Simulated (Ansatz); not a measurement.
# NaVSe3 (model cell, started as cubic perovskite with V in the octahedra): following an unstable mode, part 2 of 3

Which phase does NaVSe3 (model cell, started as cubic perovskite with V in the octahedra) fall into along its unstable mode, and how much energy does it gain?

Ansatz 0.2.0; DFT PBE, scalar-relativistic, plane waves, PAW.

So far, highest frequency on the path or at a solved wavevector (cm⁻¹): step 2 (response at finite wavevector) 250. Also lowest frequency on the path (cm⁻¹): step 2 -146.

The structure was built from a prototype and need not be the compound's stable phase.

**6. Relaxation from the frozen mode**

Starting from the lowest point found, all atoms and the cell are let go, so that strain and other modes of the same symmetry can join in.

Input file input.yaml:

```yaml
crystal:
  lattice:
    - [4.8990130555, 0.0, 0.0]
    - [0.0, 4.8990130555, 0.0]
    - [0.0, 0.0, 4.8990130555]
  atoms:
    - { symbol: Na, position: [0.0, -0.0011544233, -0.0011544233] }
    - { symbol: V, position: [0.5, 0.5649514602, 0.5649514602] }
    - { symbol: Se, position: [0.5, 0.4784163293, 0.0016054404] }
    - { symbol: Se, position: [0.5, 0.0016054404, 0.4784163293] }
    - { symbol: Se, position: [0.0, 0.4784163293, 0.4784163293] }
kpoints:
  mp_grid: { grid: [6, 6, 6] }
hamiltonian:
  xc: pbe
scf:
  occupations: { method: methfessel_paxton, width: 0.15 }
output:
  forces: true
  stress: true
  eigenvalues: true
relax:
  adjacent_minimum: "off"
  f_tol: 0.002
  max_steps: 120
  cell: { stress_tol: 0.03 }
```

Launch:

```sh
> ansatz run input.yaml --threads 8 --pin off --max-ram 14336MiB --backend cpu --events-out ev --progress --plain --runs-dir out
```

Numbers of over 12 decimals in the logs are rounded to 6 here.

What it wrote:

```text
[...]
Crystal: 5 atoms, lattice volume = 117.578 Å³
Basis set: ecut = 420 eV, 2325 PW (Γ), exchange–correlation on 72×72×72 points (8 copies of the dense FFT grid, shifted against one another)
Bands: 42, of which v1, the nominal top of the filled ones, is band 35 counted from 1 (34 counted from 0)
Symmetry: 4 space group operations
[...]
k-points: 52 of 216 (time reversal used)
[...]
SCF iter   1: F=—  HF=-20808.586119 eV  |F-HF|=—  |Δ(HF+E_count)|=         —  Δρ=5.08e-3  dr2=4.63e-2  ethr=1.77e-3  ⟨swp⟩=5.8  Hψ=7733  notcnv=0
[...]
SCF iter   7: F=-20808.579272 eV  HF=-20808.579272 eV  |F-HF|=3.15e-9  |Δ(HF+E_count)|=   1.29e-7  S|Δr|=    0.00e0  Δρ=4.45e-6  dr2=2.03e-8  ethr=1.43e-10  ⟨swp⟩=7.5  Hψ=8143  notcnv=0
SCF 1 converged in 7 iterations: F = -20808.579272 eV  dr2 = 2.03e-8
[...]
relax step   1: F+E_penalty+E_count = -20808.57927236 eV  Δ(F+E_penalty+E_count) = +0.000e0 eV  max|allowed force component| = 1.086e0 eV/Å  Δτ_max = 0.0000 Å  P = +2.722 GPa  Ω = 117.578 Å³  (7 SCF iters, dr2 threshold 1.00e-7 eV, accepted)
Crystal: 5 atoms, lattice volume = 119.076 Å³
Basis set: ecut = 420 eV, 2341 PW (Γ), exchange–correlation on 72×72×72 points (8 copies of the dense FFT grid, shifted against one another)
[...]
SCF iter   8: F=-20808.803800 eV  HF=-20808.803800 eV  |F-HF|=4.42e-8  |Δ(HF+E_count)|=   4.21e-8  S|Δr|=    0.00e0  Δρ=6.46e-6  dr2=5.98e-8  ethr=7.14e-10  ⟨swp⟩=4.0  Hψ=6626  notcnv=0
SCF 2 converged in 8 iterations: F = -20808.803800 eV  dr2 = 5.98e-8
relax step   2: F+E_penalty+E_count = -20808.80379995 eV  Δ(F+E_penalty+E_count) = -2.245e-1 eV  max|allowed force component| = 1.827e-1 eV/Å  Δτ_max = 0.1922 Å  P = +0.125 GPa  Ω = 119.076 Å³  energy of the carried Pulay correction = -1.578e-4 eV  (8 SCF iters, dr2 threshold 5.00e-7 eV, accepted)
Crystal: 5 atoms, lattice volume = 120.655 Å³
Basis set: ecut = 420 eV, 2365 PW (Γ), exchange–correlation on 72×72×72 points (8 copies of the dense FFT grid, shifted against one another)
[...]
SCF iter   7: F=-20808.832636 eV  HF=-20808.832636 eV  |F-HF|=2.13e-7  |Δ(HF+E_count)|=   1.40e-9  S|Δr|=    0.00e0  Δρ=1.17e-5  dr2=2.93e-7  ethr=7.14e-10  ⟨swp⟩=6.2  Hψ=10515  notcnv=0
SCF 3 converged in 7 iterations: F = -20808.832636 eV  dr2 = 2.93e-7
relax step   3: F+E_penalty+E_count = -20808.83263623 eV  Δ(F+E_penalty+E_count) = -2.884e-2 eV  max|allowed force component| = 2.118e-1 eV/Å  Δτ_max = 0.1046 Å  P = -0.431 GPa  Ω = 120.655 Å³  energy of the carried Pulay correction = -3.220e-4 eV  (7 SCF iters, dr2 threshold 5.00e-7 eV, accepted)
[... from here on, the SCF cycles and remarks between the steps are left out ...]
relax step   4: F+E_penalty+E_count = -20808.85580594 eV  Δ(F+E_penalty+E_count) = -2.317e-2 eV  max|allowed force component| = 9.984e-2 eV/Å  Δτ_max = 0.0496 Å  P = -0.094 GPa  Ω = 121.017 Å³  energy of the carried Pulay correction = -3.594e-4 eV  (6 SCF iters, dr2 threshold 5.00e-7 eV, accepted)
relax step   5: F+E_penalty+E_count = -20808.87981139 eV  Δ(F+E_penalty+E_count) = -2.401e-2 eV  max|allowed force component| = 9.415e-2 eV/Å  Δτ_max = 0.0510 Å  P = +0.565 GPa  Ω = 122.045 Å³  energy of the carried Pulay correction = -4.648e-4 eV  (6 SCF iters, dr2 threshold 5.00e-7 eV, accepted)
relax step   6: F+E_penalty+E_count = -20808.89786381 eV  Δ(F+E_penalty+E_count) = -1.805e-2 eV  max|allowed force component| = 1.165e-1 eV/Å  Δτ_max = 0.0307 Å  P = +0.383 GPa  Ω = 125.401 Å³  energy of the carried Pulay correction = -8.027e-4 eV  (7 SCF iters, dr2 threshold 5.00e-7 eV, accepted)
relax step   7: F+E_penalty+E_count = -20808.92197484 eV  Δ(F+E_penalty+E_count) = -2.411e-2 eV  max|allowed force component| = 5.445e-2 eV/Å  Δτ_max = 0.0486 Å  P = +0.308 GPa  Ω = 129.211 Å³  energy of the carried Pulay correction = -1.175e-3 eV  (8 SCF iters, dr2 threshold 5.00e-7 eV, accepted)
relax step   8: F+E_penalty+E_count = -20808.92293258 eV  Δ(F+E_penalty+E_count) = -9.577e-4 eV  max|allowed force component| = 4.648e-2 eV/Å  Δτ_max = 0.0412 Å  P = -0.095 GPa  Ω = 133.561 Å³  energy of the carried Pulay correction = -1.587e-3 eV  (9 SCF iters, dr2 threshold 5.00e-7 eV, accepted)
relax step   9: F+E_penalty+E_count = -20808.92861869 eV  Δ(F+E_penalty+E_count) = -5.686e-3 eV  max|allowed force component| = 1.876e-1 eV/Å  Δτ_max = 0.0274 Å  P = -0.412 GPa  Ω = 132.499 Å³  energy of the carried Pulay correction = -1.488e-3 eV  (9 SCF iters, dr2 threshold 5.00e-7 eV, accepted)
relax step  10: F+E_penalty+E_count = -20808.91307333 eV  Δ(F+E_penalty+E_count) = +1.555e-2 eV  max|allowed force component| = 3.068e-1 eV/Å  Δτ_max = 0.0934 Å  P = +1.076 GPa  Ω = 130.794 Å³  energy of the carried Pulay correction = -1.327e-3 eV  (11 SCF iters, dr2 threshold 5.00e-7 eV, rejected (line search))
relax step  11: F+E_penalty+E_count = -20808.93553818 eV  Δ(F+E_penalty+E_count) = -6.919e-3 eV  max|allowed force component| = 4.087e-2 eV/Å  Δτ_max = 0.0418 Å  P = +0.023 GPa  Ω = 132.700 Å³  energy of the carried Pulay correction = -1.507e-3 eV  (16 SCF iters, accepted)
relax step  12: F+E_penalty+E_count = -20808.93885478 eV  Δ(F+E_penalty+E_count) = -3.317e-3 eV  max|allowed force component| = 6.963e-2 eV/Å  Δτ_max = 0.0867 Å  P = +0.288 GPa  Ω = 133.879 Å³  energy of the carried Pulay correction = -1.617e-3 eV  (12 SCF iters, dr2 threshold 1.04e-7 eV, accepted)
relax step  13: F+E_penalty+E_count = -20808.94019114 eV  Δ(F+E_penalty+E_count) = -1.336e-3 eV  max|allowed force component| = 3.660e-2 eV/Å  Δτ_max = 0.0324 Å  P = +0.103 GPa  Ω = 134.879 Å³  energy of the carried Pulay correction = -1.709e-3 eV  (10 SCF iters, dr2 threshold 4.91e-7 eV, accepted)
relax step  14: F+E_penalty+E_count = -20808.94036056 eV  Δ(F+E_penalty+E_count) = -1.694e-4 eV  max|allowed force component| = 2.449e-2 eV/Å  Δτ_max = 0.0097 Å  P = -0.024 GPa  Ω = 135.196 Å³  energy of the carried Pulay correction = -1.738e-3 eV  (8 SCF iters, dr2 threshold 8.37e-8 eV, accepted)
relax step  15: F+E_penalty+E_count = -20808.94042203 eV  Δ(F+E_penalty+E_count) = -6.147e-5 eV  max|allowed force component| = 4.928e-3 eV/Å  Δτ_max = 0.0044 Å  P = +0.012 GPa  Ω = 135.044 Å³  energy of the carried Pulay correction = -1.724e-3 eV  (9 SCF iters, dr2 threshold 3.75e-8 eV, accepted)
[...]
relax step  28: F+E_penalty+E_count = -20809.05669942 eV  Δ(F+E_penalty+E_count) = -1.471e-3 eV  max|allowed force component| = 4.970e-2 eV/Å  Δτ_max = 0.0294 Å  P = +0.077 GPa  Ω = 146.936 Å³  energy of the carried Pulay correction = -1.670e-3 eV  (9 SCF iters, dr2 threshold 5.00e-7 eV, accepted)
relax step  29: F+E_penalty+E_count = -20809.05684603 eV  Δ(F+E_penalty+E_count) = -1.466e-4 eV  max|allowed force component| = 1.209e-2 eV/Å  Δτ_max = 0.0037 Å  P = +0.006 GPa  Ω = 147.202 Å³  energy of the carried Pulay correction = -1.726e-3 eV  (7 SCF iters, dr2 threshold 1.54e-7 eV, accepted)
relax step  30: F+E_penalty+E_count = -20809.05688031 eV  Δ(F+E_penalty+E_count) = -3.428e-5 eV  max|allowed force component| = 9.666e-3 eV/Å  Δτ_max = 0.0012 Å  P = -0.020 GPa  Ω = 147.335 Å³  energy of the carried Pulay correction = -1.755e-3 eV  (8 SCF iters, dr2 threshold 9.14e-9 eV, accepted)
relax step  31: F+E_penalty+E_count = -20809.05690159 eV  Δ(F+E_penalty+E_count) = -2.127e-5 eV  max|allowed force component| = 4.611e-3 eV/Å  Δτ_max = 0.0009 Å  P = +0.010 GPa  Ω = 147.270 Å³  energy of the carried Pulay correction = -1.741e-3 eV  (7 SCF iters, dr2 threshold 5.84e-9 eV, accepted)
relax step  32: F+E_penalty+E_count = -20809.05691134 eV  Δ(F+E_penalty+E_count) = -9.751e-6 eV  max|allowed force component| = 2.058e-4 eV/Å  Δτ_max = 0.0009 Å  P = +0.000 GPa  Ω = 147.236 Å³  energy of the carried Pulay correction = -1.734e-3 eV  (7 SCF iters, dr2 threshold 1.33e-9 eV, accepted)
relax step  33: F+E_penalty+E_count = -20809.07192149 eV  Δ(F+E_penalty+E_count) = -1.501e-2 eV  max|allowed force component| = 5.867e-4 eV/Å  Δτ_max = 0.0000 Å  P = +0.167 GPa  Ω = 147.236 Å³  stress off target by 4.70e-1 GPa  SCF on the basis re-selected at this cell (its energy is not comparable with the rows above)  (12 SCF iters)
relax step  34: F+E_penalty+E_count = -20809.07915577 eV  Δ(F+E_penalty+E_count) = -7.234e-3 eV  max|allowed force component| = 3.548e-2 eV/Å  Δτ_max = 0.0307 Å  P = +0.048 GPa  Ω = 147.220 Å³  energy of the carried Pulay correction = +4.671e-6 eV  (9 SCF iters, dr2 threshold 5.00e-7 eV, accepted)
relax step  35: F+E_penalty+E_count = -20809.09018333 eV  Δ(F+E_penalty+E_count) = -1.103e-2 eV  max|allowed force component| = 3.194e-2 eV/Å  Δτ_max = 0.0419 Å  P = +0.080 GPa  Ω = 148.239 Å³  energy of the carried Pulay correction = -7.512e-5 eV  (10 SCF iters, dr2 threshold 2.30e-7 eV, accepted)
relax step  36: F+E_penalty+E_count = -20809.09664477 eV  Δ(F+E_penalty+E_count) = -6.461e-3 eV  max|allowed force component| = 3.270e-2 eV/Å  Δτ_max = 0.0477 Å  P = +0.081 GPa  Ω = 150.569 Å³  energy of the carried Pulay correction = -2.917e-4 eV  (11 SCF iters, dr2 threshold 1.78e-7 eV, accepted)
relax step  37: F+E_penalty+E_count = -20809.09728164 eV  Δ(F+E_penalty+E_count) = -6.369e-4 eV  max|allowed force component| = 3.149e-2 eV/Å  Δτ_max = 0.0235 Å  P = +0.009 GPa  Ω = 152.273 Å³  energy of the carried Pulay correction = -4.776e-4 eV  (10 SCF iters, dr2 threshold 6.68e-8 eV, accepted)
relax step  38: F+E_penalty+E_count = -20809.09743193 eV  Δ(F+E_penalty+E_count) = -1.503e-4 eV  max|allowed force component| = 8.943e-3 eV/Å  Δτ_max = 0.0080 Å  P = +0.008 GPa  Ω = 151.998 Å³  energy of the carried Pulay correction = -4.456e-4 eV  (8 SCF iters, dr2 threshold 6.20e-8 eV, accepted)
relax step  39: F+E_penalty+E_count = -20809.09746724 eV  Δ(F+E_penalty+E_count) = -3.531e-5 eV  max|allowed force component| = 8.593e-4 eV/Å  Δτ_max = 0.0034 Å  P = -0.001 GPa  Ω = 151.962 Å³  energy of the carried Pulay correction = -4.419e-4 eV  (9 SCF iters, dr2 threshold 5.00e-9 eV, accepted)
relax step  40: F+E_penalty+E_count = -20809.09957611 eV  Δ(F+E_penalty+E_count) = -2.109e-3 eV  max|allowed force component| = 1.315e-3 eV/Å  Δτ_max = 0.0000 Å  P = +0.025 GPa  Ω = 151.962 Å³  stress off target by 7.97e-2 GPa  SCF on the basis re-selected at this cell (its energy is not comparable with the rows above)  (11 SCF iters)
relax step  41: F+E_penalty+E_count = -20809.10003805 eV  Δ(F+E_penalty+E_count) = -4.619e-4 eV  max|allowed force component| = 1.099e-2 eV/Å  Δτ_max = 0.0140 Å  P = +0.027 GPa  Ω = 152.724 Å³  energy of the carried Pulay correction = -6.058e-5 eV  (10 SCF iters, dr2 threshold 1.59e-8 eV, accepted)
relax step  42: F+E_penalty+E_count = -20809.10006566 eV  Δ(F+E_penalty+E_count) = -2.761e-5 eV  max|allowed force component| = 6.330e-3 eV/Å  Δτ_max = 0.0054 Å  P = -0.012 GPa  Ω = 153.183 Å³  energy of the carried Pulay correction = -9.883e-5 eV  (9 SCF iters, dr2 threshold 7.55e-9 eV, accepted)
relax step  43: F+E_penalty+E_count = -20809.10007215 eV  Δ(F+E_penalty+E_count) = -6.491e-6 eV  max|allowed force component| = 2.529e-3 eV/Å  Δτ_max = 0.0003 Å  P = +0.004 GPa  Ω = 153.163 Å³  energy of the carried Pulay correction = -9.708e-5 eV  (6 SCF iters, dr2 threshold 2.50e-9 eV, accepted)
relax step  44: F+E_penalty+E_count = -20809.10007313 eV  Δ(F+E_penalty+E_count) = -9.801e-7 eV  max|allowed force component| = 7.701e-5 eV/Å  Δτ_max = 0.0002 Å  P = -0.000 GPa  Ω = 153.157 Å³  energy of the carried Pulay correction = -9.662e-5 eV  (6 SCF iters, dr2 threshold 4.00e-10 eV, accepted)
[...]
SCF iter  11: F=-20809.100168 eV  HF=-20809.100168 eV  |F-HF|=3.64e-12  |Δ(HF+E_count)|=  5.46e-11  S|Δr|=    0.00e0  Δρ=7.41e-8  dr2=1.37e-11  ethr=1.00e-12  ⟨swp⟩=5.0  Hψ=9007  notcnv=0
SCF 45 converged in 11 iterations: F = -20809.100168 eV  dr2 = 1.37e-11
relax step  45: F+E_penalty+E_count = -20809.10016771 eV  Δ(F+E_penalty+E_count) = -9.458e-5 eV  max|allowed force component| = 1.353e-4 eV/Å  Δτ_max = 0.0000 Å  P = -0.002 GPa  Ω = 153.157 Å³  stress off target by 1.80e-3 GPa  SCF on the basis re-selected at this cell (its energy is not comparable with the rows above)  (11 SCF iters)
[...]
SCF converged after 11 iterations
[...]
Free energy (F): -20809.100168 eV
[...]
Internal energy: -20809.101863 eV  (E = F + TS)
E sigma→0 (E₀):  -20809.100592 eV
Entropy (-TS):   0.001696 eV (0.339 meV/atom)
Fermi energy:    4.380051 eV
[...]
--- Forces (eV/Å), atoms counted from 1 ---
  atom   1  Na    -0.00000000     0.00002759     0.00002759
  atom   2  V      0.00000000     0.00009432     0.00009432
  atom   3  Se     0.00000000     0.00001263    -0.00013534
  atom   4  Se     0.00000000    -0.00013534     0.00001263
  atom   5  Se    -0.00000000     0.00000070     0.00000070
  max |Σ_I F_I| component: 9.23e-8 eV/Å
--- Stress (GPa, compression-positive) ---
       -0.001798       0.000000      -0.000000
        0.000000      -0.001550       0.000117
       -0.000000       0.000117      -0.001550
  P = ⅓ Tr σ = -0.0016 GPa (-0.016 kbar)
--- Band table (eV; the first three rows and the last of 52) ---
  k-point 0: bands = [... 31 lower, 2.5168, 3.1821, 3.2988, 4.2939, 5.1370, 5.7326, 6.5940, 7.0004, ... 3 higher]
  k-point 1: bands = [... 31 lower, 2.4762, 3.1365, 3.3750, 4.0580, 5.2185, 5.7056, 6.6739, 7.0066, ... 3 higher]
  k-point 2: bands = [... 31 lower, 2.3669, 3.0921, 3.4831, 3.6436, 5.3128, 5.6462, 6.4348, 7.0168, ... 3 higher]
  k-point 51: bands = [... 31 lower, 2.4230, 3.1553, 3.7665, 3.9063, 4.6745, 5.3065, 5.4715, 6.4870, ... 3 higher]
--- Relaxed structure (41 steps of the walk, 39 accepted, 4 SCFs on fresh bases) ---
  F+E_penalty+E_count = -20809.10016771 eV   max|allowed force component| = 1.353e-4 eV/Å   (the final SCF, on the basis selected at the relaxed cell)
  cell:  # Å, volume = 153.1572 Å³
    - [4.028196, 0, 0]
    - [0, 6.282381, 1.202929]
    - [0, 1.202929, 6.282381]
  atoms:
    - { symbol: Na, position: [0, -0.109443, -0.109443] }
    - { symbol: V, position: [0.5, 0.627346, 0.627346] }
    - { symbol: Se, position: [0.5, 0.497443, 0.00148294] }
    - { symbol: Se, position: [0.5, 0.00148294, 0.497443] }
    - { symbol: Se, position: [0, 0.505406, 0.505406] }
```

Wall time 6.7 min (8 threads of Arm Neoverse N1, shared host); peak memory 0.76 GiB; 51 min of CPU time.

Relaxation path (22 of 45):

```
step  energy less that of the first step (eV)  largest force component (eV/Å)  pressure (GPa)  volume (Å³)
   1                                   0.0000                          1.0855            2.72       117.58
   3                                  -0.2534                          0.2118           -0.43       120.66
   5                                  -0.3005                          0.0942            0.57       122.05
   7                                  -0.3427                          0.0544            0.31       129.21
   9                                  -0.3493                          0.1876           -0.41       132.50
  11                                  -0.3563                          0.0409            0.02       132.70
  14                                  -0.3611                          0.0245           -0.02       135.20
  16                                  -0.3612                          0.0052           -0.01       135.16
  18                                  -0.3612                          0.0008            0.00       135.16
  20                                  -0.4270                          0.0460            0.37       139.24
  22                                  -0.4660                          0.1755           -0.28       150.29
  24                                  -0.4714                          0.0488           -0.05       152.26
  26                                  -0.4742                          0.0632            0.00       151.15
  28                                  -0.4774                          0.0497            0.08       146.94
  30                                  -0.4776                          0.0097           -0.02       147.33
  32                                  -0.4776                          0.0002            0.00       147.24
  35                                  -0.5109                          0.0319            0.08       148.24
  37                                  -0.5180                          0.0315            0.01       152.27
  39                                  -0.5182                          0.0009            0.00       151.96
  41                                  -0.5208                          0.0110            0.03       152.72
  43                                  -0.5208                          0.0025            0.00       153.16
 45*                                  -0.5209                          0.0001            0.00       153.16
```

Relaxation steps marked * repeat the geometry before them on a plane-wave basis chosen anew for their cell, so energy and pressure can jump there. Other such steps can lie between the rows shown. Relaxation steps 10, 23 were tried and not accepted.

The run keeps the 4 symmetry operations that it works with, so distortions that break them were not tested.

```
     cell as run  before  after   change
           a (Å)   4.899  4.028  -17.8 %
           b (Å)   4.899  6.397  +30.6 %
           c (Å)   4.899  6.397  +30.6 %
           α (°)   90.00  68.32  -24.1 %
volume (Å³/atom)   23.52  30.63  +30.3 %
```

The atoms that moved most (Å, as changes of fractional coordinates times the final cell):

```
atom     dx      dy      dz  length
 Na1  0.000  -0.811  -0.811   1.146
  V2  0.000   0.467   0.467   0.660
 Se5  0.000   0.202   0.202   0.286
 Se4  0.000   0.022   0.119   0.121
 Se3  0.000   0.119   0.022   0.121
```

Final coordinates:

```xyz
5
Lattice="4.0282 0.0000 0.0000 0.0000 6.2824 1.2029 0.0000 1.2029 6.2824" Properties=species:S:1:pos:R:3 pbc="T T T"
Na    0.0000   -0.8192   -0.8192
V     2.0141    4.6959    4.6959
Se    2.0141    3.1269    0.6077
Se    2.0141    0.6077    3.1269
Se    0.0000    3.7831    3.7831
```

This step gave:

| Item | Value |
| --- | --- |
| pressure | -0.001633 GPa |
| volume per atom | 30.63 Å³ |
| gap on the k-mesh | 0.3135 eV |

The distorted start has space group Amm2; the relaxation ends in Amm2.

(Part 2 of 3 ends here.)

[Logs are printed without paths, hosts, clocks, repeated set-up lines and the standing remarks that a program may print on its own settings, such as how far it seeks lower states.]

[Hosts, paths, dates, database ids (printed as entryN), source tags and the programs' standing remarks are cut or masked in the printed files.]
